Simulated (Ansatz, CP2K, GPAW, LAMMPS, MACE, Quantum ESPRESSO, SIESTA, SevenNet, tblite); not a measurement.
**Liquid (Cs,Li)Cl at 1400 K (68 atoms) in Quantum ESPRESSO**

Wanted: Quantum ESPRESSO inputs and outputs for liquid (Cs,Li)Cl at 1400 K (68 atoms), checked against a plane-wave reference.

Main program and level: Quantum ESPRESSO 7.5; the method is named at each step.

## 1. The structure

The cell holds 68 atoms: 22 Cs, 12 Li and 34 Cl. Its edges and angles: a = 14.507 Å, b = 14.507 Å, c = 14.507 Å, α = 90.0°, β = 90.0°, γ = 90.0°. 68 atoms (22 Cs, 12 Li, 34 Cl) placed at random at 2.29 g/cm³, melted at 1800 K for 10 ps at fixed volume with the Lennard-Jones and Coulomb ion parameters for SPC/E (Joung and Cheatham, J. Phys. Chem. B 112, 9020 (2008)), full charges. Snapshot at the end of a hold of 20 ps at 1400 K and fixed volume.

The yardstick, on the same geometry:

```
method                                           : Kohn-Sham DFT, PBE, PAW, plane waves (Ansatz 0.2.0); cutoff 420 eV, Γ point, fermi-dirac smearing of 0.05 eV; PAW set soft_2
r.m.s. force component                           : 0.5346 eV/Å
longest force                                    : 1.936 eV/Å
pressure                                         : 1.098 GPa
gap (highest filled to lowest empty level) : 2.945 eV
SCF cycles                                       : 8
time                                             : 13 s on 8 threads of Arm Neoverse V2, shared host
CPU time                                         : 1.7 min
```

## 2. PBE, sssp-1.3.0-efficiency, 45/360 Ry

Method: Kohn-Sham DFT, PBE, SSSP efficiency 1.3.0 pseudopotentials, plane waves.

File pw.in:

```
&control
  calculation = 'scf'
  pseudo_dir = './pseudo'
  outdir = './tmp'
  disk_io = 'none'
  tprnfor = .true.
  tstress = .true.
/
&system
  ibrav = 0
  nat = 68
  ntyp = 3
  ecutwfc = 45
  ecutrho = 360
  nosym = .true.
  occupations = 'smearing'
  smearing = 'fd'
  degauss = 0.003675
/
&electrons
  conv_thr = 3.4e-07
  electron_maxstep = 100
  mixing_beta = 0.4
  mixing_mode = 'plain'
  diagonalization = 'david'
/
ATOMIC_SPECIES
Cs 132.905 Cs.upf
Li 6.940 Li.upf
Cl 35.450 Cl.upf
CELL_PARAMETERS angstrom
14.50730 0.00000 0.00000
0.00000 14.50730 0.00000
0.00000 0.00000 14.50730
ATOMIC_POSITIONS crystal
Cs 0.55437 0.17450 0.08535
Cs 0.40707 0.09757 0.79358
Cs 0.85355 0.67872 0.79716
Cs 0.15407 0.48004 0.85363
Cs 0.25036 0.37968 0.55168
Cs 0.60167 0.51491 0.86049
Cs 0.32239 0.67338 0.66743
Cs 0.00821 0.16642 0.55980
Cs 0.81498 0.22729 0.95267
Cs 0.10529 0.87480 0.77956
Cs 0.76952 0.81787 0.06014
Cs 0.74844 0.49449 0.11434
Cs 0.43347 0.81057 0.91330
Cs 0.64318 0.60618 0.52352
Cs 0.87225 0.84724 0.54357
Cs 0.75272 0.39256 0.44790
Cs 0.39731 0.41678 0.15200
Cs 0.14175 0.51190 0.31865
Cs 0.28611 0.92797 0.49379
Cs 0.14034 0.94525 0.14520
Cs 0.16991 0.23848 0.96068
Cs 0.49499 0.67646 0.23405
Li 0.79500 0.95038 0.80161
Li 0.03120 0.58901 0.58050
Li 0.86842 0.41814 0.71469
Li 0.90618 0.02667 0.97711
Li 0.73909 0.11721 0.26139
Li 0.57022 0.94200 0.65132
Li 0.21455 0.23155 0.32161
Li 0.55236 0.12916 0.41776
Li 0.99725 0.39062 0.16111
Li 0.47641 0.36128 0.51638
Li 0.64541 0.26710 0.66205
Li 0.62556 0.91664 0.44826
Cl 0.33445 0.59224 0.85320
Cl 0.28627 0.11949 0.41037
Cl 0.53758 0.78110 0.45804
Cl 0.77524 0.94749 0.37282
Cl 0.99055 0.42145 0.62628
Cl 0.90764 0.07828 0.79182
Cl 0.58586 0.37539 0.03903
Cl 0.35318 0.34128 0.35181
Cl 0.09511 0.88259 0.55453
Cl 0.06477 0.03883 0.98712
Cl 0.65810 0.90086 0.89024
Cl 0.38104 0.88537 0.69516
Cl 0.18674 0.57145 0.51123
Cl 0.78629 0.08212 0.09798
Cl 0.74380 0.97113 0.63400
Cl 0.44962 0.50096 0.60261
Cl 0.70181 0.42169 0.64655
Cl 0.27262 0.59213 0.19522
Cl 0.20963 0.30685 0.77070
Cl 0.01856 0.37255 0.00235
Cl 0.63682 0.53638 0.30131
Cl 0.80775 0.51491 0.89276
[... 8 atom lines left out ...]
Cl 0.91573 0.87898 0.89465
Cl 0.57741 0.06772 0.27521
Cl 0.18130 0.28743 0.16877
Cl 0.04469 0.65688 0.74419
K_POINTS gamma
```

Started as:

```sh
$ OMP_NUM_THREADS=1 mpirun -np 4 pw.x -in pw.in > output.txt
```

What it wrote:

```text
Program PWSCF
     gamma-point specific algorithms are used
     one sub-group per band group will be used
     scalapack distributed-memory algorithm (size of sub-group:  2*  2 procs)
     Parallelization info
     sticks:   dense  smooth     PW     G-vecs:    dense   smooth      PW
     Min        5381    2689    674               594197   210069   26250
     Max        5384    2692    676               594204   210076   26256
     Sum       21529   10765   2701              2376797   840289  105015
     bravais-lattice index     =            0
     lattice parameter (alat)  =      27.4148  a.u.
     unit-cell volume          =   20604.2294 (a.u.)^3
     number of atoms/cell      =           68
     number of atomic types    =            3
     number of electrons       =       472.00
     number of Kohn-Sham states=          283
     kinetic-energy cutoff     =      45.0000  Ry
     charge density cutoff     =     360.0000  Ry
     scf convergence threshold =      3.4E-07
     mixing beta               =       0.4000
     number of iterations used =            8  plain     mixing
     Exchange-correlation=  SLA  PW   PBX  PBC
                           (   1   4   3   4   0   0   0)
     crystal axes: (cart. coord. in units of alat)
               a(1) = (   1.000000   0.000000   0.000000 )
               a(2) = (   0.000000   1.000000   0.000000 )
               a(3) = (   0.000000   0.000000   1.000000 )
     reciprocal axes: (cart. coord. in units 2 pi/alat)
               b(1) = (  1.000000  0.000000  0.000000 )
               b(2) = (  0.000000  1.000000  0.000000 )
               b(3) = (  0.000000  0.000000  1.000000 )
     PseudoPot. # 1 for Cs:
     Pseudo is Ultrasoft + core correction, Zval =  9.0
     PseudoPot. # 2 for Li:
     Pseudo is Ultrasoft, Zval =  3.0
     PseudoPot. # 3 for Cl:
     Pseudo is Ultrasoft + core correction, Zval =  7.0
     atomic species   valence    mass     pseudopotential
     Cs                9.00   132.90500     Cs( 1.00)
     Li                3.00     6.94000     Li( 1.00)
     Cl                7.00    35.45000     Cl( 1.00)
     No symmetry found
   Cartesian axes
     number of k points=     1  Fermi-Dirac smearing, width (Ry)=  0.0037
                       cart. coord. in units 2pi/alat
        k(    1) = (   0.0000000   0.0000000   0.0000000), wk =   2.0000000
     Dense  grid:  1188399 G-vectors     FFT dimensions: ( 180, 180, 180)
     Smooth grid:   420145 G-vectors     FFT dimensions: ( 120, 120, 120)
     Initial potential from superposition of free atoms
     starting charge     465.7243, renormalised to     472.0000
     negative rho (up, down):  5.191E-01 0.000E+00
     Starting wfcs are  482 randomized atomic wfcs
     Self-consistent Calculation
     iteration #  1     ecut=    45.00 Ry     beta= 0.40
     Threshold (ethr) on eigenvalues was too large:
     Diagonalizing with lowered threshold
     negative rho (up, down):  5.225E-01 0.000E+00
     total energy              =   -2700.83509983 Ry
     estimated scf accuracy    <       3.97424393 Ry
     iteration #  2     ecut=    45.00 Ry     beta= 0.40
     negative rho (up, down):  5.106E-01 0.000E+00
     total energy              =   -2701.31713088 Ry
     estimated scf accuracy    <       0.36905561 Ry
     iteration #  3     ecut=    45.00 Ry     beta= 0.40
     c_bands:  1 eigenvalues not converged
     negative rho (up, down):  4.972E-01 0.000E+00
     total energy              =   -2701.37063534 Ry
     estimated scf accuracy    <       0.08448893 Ry
     iteration #  4     ecut=    45.00 Ry     beta= 0.40
     negative rho (up, down):  4.949E-01 0.000E+00
     total energy              =   -2701.37976815 Ry
     estimated scf accuracy    <       0.00869884 Ry
     iteration #  5     ecut=    45.00 Ry     beta= 0.40
     negative rho (up, down):  4.951E-01 0.000E+00
     total energy              =   -2701.38111092 Ry
     estimated scf accuracy    <       0.00072978 Ry
     iteration #  6     ecut=    45.00 Ry     beta= 0.40
     negative rho (up, down):  4.946E-01 0.000E+00
     total energy              =   -2701.38140652 Ry
     estimated scf accuracy    <       0.00019691 Ry
     iteration #  7     ecut=    45.00 Ry     beta= 0.40
     negative rho (up, down):  4.945E-01 0.000E+00
     total energy              =   -2701.38148297 Ry
     estimated scf accuracy    <       0.00001794 Ry
     iteration #  8     ecut=    45.00 Ry     beta= 0.40
     negative rho (up, down):  4.943E-01 0.000E+00
     total energy              =   -2701.38150770 Ry
     estimated scf accuracy    <       0.00000140 Ry
     iteration #  9     ecut=    45.00 Ry     beta= 0.40
     negative rho (up, down):  4.941E-01 0.000E+00
     End of self-consistent calculation
          k = 0.0000 0.0000 0.0000 ( 52508 PWs)   bands (ev):
   -46.2312 -45.4007 -45.1680 -45.1358 -44.9474 -44.8423 -44.5717 -44.5143
   -44.4986 -43.9885 -43.7669 -43.2269 -20.8200 -20.6195 -20.3204 -20.2945
   -20.2118 -20.1943 -19.8843 -19.7850 -19.5614 -19.5165 -19.5082 -19.3553
   -19.3299 -19.2928 -19.1785 -19.1535 -19.1310 -19.0976 -19.0816 -18.9988
   -18.8752 -18.3924 -14.3912 -13.8140 -13.4988 -13.4296 -13.3210 -13.2490
   -13.0355 -12.8379 -12.8142 -12.7384 -12.7018 -12.6308 -12.6235 -12.6219
   -12.5465 -12.5419 -12.5352 -12.5232 -12.4407 -12.4273 -12.4107 -12.3735
   -12.3379 -12.3171 -12.2539 -12.1969 -12.1871 -12.1499 -12.1034 -12.0616
   -11.9440 -11.9389 -11.9028 -11.7147  -7.6607  -7.6482  -7.5986  -7.4816
    -7.4498  -7.4359  -7.3923  -7.2967  -7.2154  -7.1969  -7.1365  -7.1322
    -7.1081  -7.0981  -7.0577  -7.0379  -7.0330  -6.9882  -6.8956  -6.7728
    -6.7123  -6.7084  -6.6569  -6.6013  -6.5356  -6.4884  -6.4814  -6.4555
[...]
4.5613   4.6811   4.8411   4.8807   4.9528   4.9849   5.1292   5.1580
     5.1685   5.2297   5.3283   5.3618   5.4084   5.4559   5.5186   5.5415
     5.5787   5.5945   5.6365   5.7308   5.7433   5.7975   5.8256   5.8502
     5.8920   5.9397   5.9491   5.9782   6.0120   6.0575   6.0899   6.1010
     6.1533   6.1648   6.1863   6.2148   6.2326   6.2629   6.3077   6.3228
     6.3528   6.3668   6.4260
     the Fermi energy is     1.8957 ev
!    total energy              =   -2701.38150961 Ry
     estimated scf accuracy    <       0.00000031 Ry
     smearing contrib. (-TS)   =      -0.00000000 Ry
     internal energy E=F+TS    =   -2701.38150961 Ry
     The total energy is F=E-TS. E is the sum of the following terms:
     one-electron contribution =   -1129.99329922 Ry
     hartree contribution      =     690.30039893 Ry
     xc contribution           =   -1030.46658734 Ry
     ewald contribution        =   -1231.22202198 Ry
     convergence has been achieved in   9 iterations
     negative rho (up, down):  4.941E-01 0.000E+00
     Forces acting on atoms (cartesian axes, Ry/au):
     atom    1 type  1   force =    -0.01245084   -0.02554825   -0.01358169
     atom    2 type  1   force =     0.00024901    0.00634303   -0.00510294
     atom    3 type  1   force =    -0.02410298    0.04773858   -0.01994642
     atom    4 type  1   force =    -0.02752716    0.03996214    0.01261331
     atom    5 type  1   force =    -0.00817840   -0.02605798    0.00883324
     atom    6 type  1   force =    -0.03662794   -0.00485949   -0.00825572
     atom    7 type  1   force =    -0.01055705    0.00460383   -0.03412641
     atom    8 type  1   force =     0.00351575   -0.00278389    0.00999230
     atom    9 type  1   force =     0.02232938    0.03914356   -0.02157887
     atom   10 type  1   force =     0.00824410    0.00683081    0.00106396
     atom   11 type  1   force =    -0.00637031   -0.00381662    0.01302352
     atom   12 type  1   force =     0.01622669    0.00264437    0.00400501
[...]
atom   64 type  3   force =     0.00696757    0.00658446   -0.01501914
     atom   65 type  3   force =    -0.01796774   -0.01075592    0.01733632
     atom   66 type  3   force =     0.01929326    0.01383521    0.01402030
     atom   67 type  3   force =     0.00106791   -0.00070413    0.02079969
     atom   68 type  3   force =     0.04437027   -0.00369512   -0.01523924
     Total force =     0.292856     Total SCF correction =     0.001169
     Computing stress (Cartesian axis) and pressure
     negative rho (up, down):  4.941E-01 0.000E+00
          total   stress  (Ry/bohr**3)                   (kbar)     P=       10.48
   0.00004853  -0.00001069  -0.00000411            7.14       -1.57       -0.60
  -0.00001069   0.00009597  -0.00002978           -1.57       14.12       -4.38
  -0.00000411  -0.00002978   0.00006927           -0.60       -4.38       10.19
     Message from routine punch:
     Nothing written, as per user request (disk_io='none')
```

It took 3.9 min on 4 MPI ranks of Arm Neoverse V2, shared host; peak memory 7 GiB; 16 min of CPU time.

Banners, paths, timers and routine set-up lines are dropped from the logs unmarked, and long logs keep their key lines alone; longer cuts are marked.

Numbers from this run, and their distance from the reference:

* r.m.s. force component: 0.5272 eV/Å
* r.m.s. difference of force components: 8.365 meV/Å
* longest difference of force vectors: 28.99 meV/Å
* force difference over r.m.s. force: 1.565 %
* slope of forces against the reference's: 0.9861
* correlation of force components: 1
* gap (highest filled to lowest empty level): 2.948 eV
* gap difference: 0.003 eV
* pressure: 1.048 GPa
* pressure difference: -0.0501 GPa

Length of the force difference by element (eV/Å):

```
element  atoms    mean    most
     Cl     34   0.013   0.028
     Cs     22   0.016   0.029
     Li     12  0.0012  0.0021
```

Levels nearest the highest filled one (eV from it): -0.53, -0.51, -0.48, -0.47, -0.44, -0.42, -0.39, -0.33, -0.29, -0.28, -0.09, 0.00, 2.95, 3.58, 3.89, 4.00, 4.16, 4.28, 4.44, 4.48, 4.55, 4.58, 4.73, 4.76.

The surroundings of Cl51, which has 5 bonded neighbours where the commonest count for Cl is 4, nearest first, numbered as they follow in the input and with coordinates relative to it.

```
atom      x      y      z  distance (Å)  bonds     Fx     Fy  Fz (eV/Å)
Cl51   0.00   0.00   0.00          0.00      5   0.27  -0.35       0.93
Li33  -0.82  -2.24   0.22          2.40      3   0.14   0.19       0.36
Li25   2.42  -0.05   0.99          2.61      2  -0.40   0.38       0.04
Cs16   0.74  -0.42  -2.88          3.00      3   1.41   0.61      -1.13
Cs14  -0.85   2.68  -1.78          3.33      5  -0.08   0.19      -0.03
Cl59  -1.44  -2.35  -2.28          3.57      4  -0.72  -0.40       0.50
 Cs6  -1.45   1.35   3.10          3.68      5  -0.94  -0.12      -0.21
Cl62  -0.76  -2.62   2.59          3.76      2  -0.73  -0.13      -0.87
Li32  -3.27  -0.88  -1.89          3.88      2  -0.11   0.43      -0.39
Cl50  -3.66   1.15  -0.64          3.89      4   0.32  -0.81      -0.32
```

Forces lie 1.6 % from the reference's, at 9.4 times its CPU time (on 4 against 8 cores).

## 3. What came out

* force difference from the reference: QE PBE, sssp-1.3.0-efficiency, 45/360 Ry, 1.6 %
* its CPU time: 16 min

PBE on plane waves or a grid with other potentials, cutoffs or grids differs from the reference by 1.6 % (QE PBE, sssp-1.3.0-efficiency, 45/360 Ry) of the r.m.s. force; this holds the reference's own error, so differences of a few per cent don't tell which side is nearer the exact PBE result (QE's 45 Ry are 612 eV, against the reference's 420 eV). PBE gaps agree with the reference's 2.94 eV within 0.004 eV. The frame stands for 1400 K, but pressures are static and levels are smeared at 580 K. The network of bonds at the start is that of the classical potential that made the cell, and needn't be the one that DFT or experiment would give. The ion parameters were fitted for water, not for melts, so the starting structure of this cell may lie well off the real melt's. The electronic-structure runs sample only Γ, in a cell whose shortest periodic width is 15 Å. Spin–orbit coupling is left out, which matters for the levels of the heavy elements.

[Also dropped from logs without a mark: logging warnings of Python, and SIESTA's first energy breakdown and zero terms.]

[Logs are printed without paths, hosts, clocks, repeated set-up lines and the standing remarks that a program may print on its own settings, such as how far it seeks lower states.]

[Hosts, paths, dates, database ids (printed as entryN), source tags and the programs' standing remarks are cut or masked in the printed files.]
